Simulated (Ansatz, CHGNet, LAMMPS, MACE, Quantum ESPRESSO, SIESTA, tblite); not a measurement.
# Running Zn2+ BF4- in dimethoxyethane and tetrahydrofuran at 480 K (85 atoms) with SIESTA, part 2 of 2

Wanted: SIESTA inputs and outputs for Zn2+ BF4- in dimethoxyethane and tetrahydrofuran at 480 K (85 atoms), checked against a plane-wave reference.

Program: SIESTA 5.4.2; the method stands at each step. Banners, paths, timers and routine set-up lines are dropped from the logs unmarked, and long logs keep their key lines alone; longer cuts are marked. The potentials were converted by us to PSML.

So far. Step 3 (PBE, SZ, shift 0.01 Ry, mesh 500 Ry): Against the first run (30 %), the force difference from the reference is 181 %, at 0.34 times the CPU time (on 1 against 2 cores), with 208 basis functions against 743: the smaller basis costs accuracy. Step 4 (PBE, DZ, shift 0.01 Ry, mesh 500 Ry): Against the first run (30 %), the force difference from the reference is 40 %, at 0.42 times the CPU time (on 1 against 2 cores), with 412 basis functions against 743: the smaller basis costs accuracy.

## (5) PBE, SZP, shift 0.01 Ry, mesh 500 Ry

Method: Kohn-Sham DFT, PBE, PseudoDojo 0.4.1 norm-conserving pseudopotentials (converted to PSML), numerical atomic orbitals (SZP), diagonalisation.

Input file input.fdf:

```
SystemLabel cell
NumberOfAtoms 85
NumberOfSpecies 6
%block ChemicalSpeciesLabel
  1 6 C
  2 8 O
  3 1 H
  4 5 B
  5 9 F
  6 30 Zn
%endblock ChemicalSpeciesLabel
LatticeConstant 1.0 Ang
%block LatticeVectors
  10.02554 0.00000 0.00000
  0.00000 10.02554 0.00000
  0.00000 0.00000 10.02554
%endblock LatticeVectors
PAO.BasisSize SZP
PAO.EnergyShift 0.01 Ry
XC.Functional GGA
XC.Authors PBE
MeshCutoff 500 Ry
%block kgrid_Monkhorst_Pack
  1 0 0 0.0
  0 1 0 0.0
  0 0 1 0.0
%endblock kgrid_Monkhorst_Pack
SolutionMethod diagon
OccupationFunction FD
ElectronicTemperature 580 K
SCF.Mixer.Method Pulay
SCF.Mixer.Weight 0.15
SCF.Mixer.History 8
SCF.Mix Hamiltonian
MaxSCFIterations 300
SCF.DM.Tolerance 1e-04
SCF.H.Tolerance 1.0e-3 eV
WriteForces T
Write.HirshfeldPop T
Write.VoronoiPop T
Write.DM F
Write.H F
XML.Write F
AtomicCoordinatesFormat Fractional
%block AtomicCoordinatesAndAtomicSpecies
[... 85 atom lines left out: the same atoms as in the first run ...]
%endblock AtomicCoordinatesAndAtomicSpecies
```

Run with:

```sh
OMP_NUM_THREADS=1 mpirun -np 2 siesta < input.fdf > output.txt
```

Log:

```text
Version         : 5.4.2
reinit: System Name:
reinit: System Label: cell
initatom: Reading input for the pseudopotentials and atomic orbitals ----------
Species number:   1 Atomic number:    6 Label: C
Species number:   2 Atomic number:    8 Label: O
Species number:   3 Atomic number:    1 Label: H
Species number:   4 Atomic number:    5 Label: B
Species number:   5 Atomic number:    9 Label: F
Species number:   6 Atomic number:   30 Label: Zn
Ground state valence configuration (from tables):   2s02  2p02  3d00  4f00
Ground state valence configuration (from tables):   2s02  2p04  3d00  4f00
Ground state valence configuration (from tables):   1s01  2p00  3d00  4f00
Ground state valence configuration (from tables):   2s02  2p01  3d00  4f00
[... lines left out ...]
        iscf     Eharris(eV)        E_KS(eV)     FreeEng(eV)     dDmax    Ef(eV) dHmax(eV)
[... lines left out ...]
SCF Convergence by DM+H criterion
[... lines left out ...]
SCF cycle converged after 11 iterations
[... lines left out ...]
   Max    5.249379
[... lines left out ...]
   Max    5.249379    constrained
Stress tensor Voigt[x,y,z,yz,xz,xy] (kbar):      -79.68      -86.14     -108.98       11.06       -6.55       -6.40
[... lines left out ...]
siesta: FreeEng =    -18764.655231
[... lines left out ...]
siesta:         Fermi =      -4.410510
siesta: Stress tensor (static) (eV/Ang**3):
siesta:    -0.049730   -0.003994   -0.004087
siesta:    -0.003993   -0.053767    0.006906
siesta:    -0.004087    0.006906   -0.068021
siesta: Cell volume =       1007.681585 Ang**3
siesta: Pressure (static):
siesta:                Solid            Molecule  Units
siesta:           0.00062269          0.00061726  Ry/Bohr**3
siesta:           0.05717265          0.05667385  eV/Ang**3
siesta:          91.60067770         90.80151348  kBar
    Orbital volume contribution        =          20.150721 eV
    (Free)E + p_basis*V_orbitals       =      -18744.504509 eV
    (Free)Eharris+ p_basis*V_orbitals  =      -18744.504510 eV
Hirshfeld Atomic Populations:
Atom #   charge [q] valence [e]  Species
     1    -0.053664    4.053664  C
     2    -0.109050    6.109050  O
     3    -0.009939    4.009939  C
     4    -0.003205    4.003205  C
     5    -0.102076    6.102076  O
[...]
7     0.021906    0.978094  H
     8     0.027823    0.972177  H
     9     0.025701    0.974299  H
[...]
18    -0.104282    6.104282  O
[...]
75     0.142173    2.857827  B
    76    -0.159063    7.159063  F
    77    -0.171113    7.171113  F
    78    -0.171745    7.171745  F
[...]
80     0.137042    2.862958  B
[...]
85     0.882452   19.117548  Zn
--------------------
 Total     0.000004
Voronoi Atomic Populations:
Atom #   charge [q] valence [e]  Species
[...]
52    -0.158595    6.158595  O
[...]
64     0.112799    3.887201  C
    65    -0.134628    6.134628  O
    66     0.109125    3.890875  C
[...]
73    -0.004992    1.004992  H
    74    -0.010297    1.010297  H
    75     0.296207    2.703793  B
[...]
80     0.302463    2.697537  B
[...]
83    -0.297881    7.297881  F
    84    -0.199038    7.199038  F
    85     0.946462   19.053538  Zn
--------------------
 Total     0.000004
```

Elapsed: 66 s, on 2 MPI ranks of Arm Neoverse V2, shared host; peak memory 1.5 GiB; 2.2 min of CPU time.

Compared with the plane-wave run:

| Quantity | Value |
| --- | --- |
| r.m.s. force component | 1.684 eV/Å |
| r.m.s. difference of force components | 1114 meV/Å |
| longest difference of force vectors | 3292 meV/Å |
| force difference over r.m.s. force | 98.38 % |
| slope of forces against the reference's | 1.122 |
| correlation of force components | 0.7544 |
| gap (highest filled to lowest empty level) | 4.408 eV |
| gap difference | 0.3561 eV |
| pressure | 9.16 GPa |
| pressure difference | 6.308 GPa |

This is a coarse setting, run to see what it loses.

Against the first run (30 %), the force difference from the reference is 98 %, at 0.78 times the CPU time, with 539 basis functions against 743: the smaller basis costs accuracy.

## (6) Side by side

Differences are against the plane-wave reference, forces as r.m.s. over components; share is that over the reference's r.m.s. force, slope the least-squares factor from reference forces to these. Total energies of different programs have different zeros and aren't compared.

| run | Δ force, r.m.s. (meV/Å) | share (%) | slope | Δ pressure (GPa) | Δ gap (eV) | cores | CPU time | memory (GiB) |
| --- | --- | --- | --- | --- | --- | --- | --- | --- |
| reference | - | - | - | - | - | 2 | 3.2 min | 2.5 |
| SIESTA PBE, DZP, shift 0.01 Ry, mesh 500 Ry | 340 | 30.0 | 1.080 | 1.44 | 0.506 | 2 | 2.8 min | 1.6 |
| SIESTA PBE, SZ, shift 0.01 Ry, mesh 500 Ry (coarse) | 2054 | 181 | 1.222 | 16.8 | -0.785 | 1 | 57 s | 0.7 |
| SIESTA PBE, DZ, shift 0.01 Ry, mesh 500 Ry (coarse) | 458 | 40.5 | 1.087 | 2.84 | 0.821 | 1 | 71 s | 0.79 |
| SIESTA PBE, SZP, shift 0.01 Ry, mesh 500 Ry (coarse) | 1114 | 98.4 | 1.122 | 6.31 | 0.356 | 2 | 2.2 min | 1.5 |

Rows marked coarse were listed beforehand as settings not expected to be converged; some can still land near the reference.

CPU time is summed over cores on a shared host, where runs went side by side, so it is rough. Symmetry, cutoffs, thresholds, outputs and thread counts weren't matched or tuned between programs; memory under MPI is the largest rank's times the ranks.

## (7) Outcome

```yaml
nearest_in_forces: SIESTA PBE, DZP, shift 0.01 Ry, mesh 500 Ry, 30 %
its_cpu_time: 2.8 min
```

**Reading.** The PBE run in local orbitals, coarse settings apart, differs by 30 % (SIESTA PBE, DZP, shift 0.01 Ry, mesh 500 Ry); basis, grid and potentials can all enter. Runs with settings chosen to be coarse differ by 40 % (SIESTA PBE, DZ, shift 0.01 Ry, mesh 500 Ry) to 181 % (SIESTA PBE, SZ, shift 0.01 Ry, mesh 500 Ry), their programs' other errors included. Of the electronic-structure runs that take under half the reference's CPU time, SIESTA PBE, DZ, shift 0.01 Ry, mesh 500 Ry comes nearest, at 40 % in 71 s against 3.2 min; its pressure misses by +2.8 GPa. At the same functional, gaps differ from the reference's 4.05 eV by between -0.79 and +0.82 eV. A likely cause of the wide gaps: compact atomic orbitals describe empty levels worse than filled ones. In pressure, SIESTA PBE, SZ, shift 0.01 Ry, mesh 500 Ry misses by +16.8 GPa, at the same functional. With short bonds to hydrogen, sets of potentials differ among themselves by several per cent in forces even at converged cutoffs, so the reference isn't exact here either. The reference's pressure holds the uncorrected Pulay stress of its 60 Ry basis, so small pressure differences, and their order, may be the reference's own error. The network of contacts between molecules at the start is that of the classical potential that made the cell, and needn't be the one that DFT or experiment would give. The reference's stress is far from hydrostatic: its diagonal is 1.5, 2.6, 4.5 GPa, compression counted positive. The reference's PBE has no dispersion term, which matters for the binding between molecules or layers. The density was typed from a rule of thumb and may lie off the real one at this temperature. The electronic-structure runs sample only Γ, in a cell whose shortest periodic width is 10 Å.

[Also dropped from logs without a mark: logging warnings of Python, and SIESTA's first energy breakdown and zero terms.]

[Logs are printed without paths, hosts, clocks, repeated set-up lines and the standing remarks that a program may print on its own settings, such as how far it seeks lower states.]

[Hosts, paths, dates, database ids (printed as entryN), source tags and the programs' standing remarks are cut or masked in the printed files.]
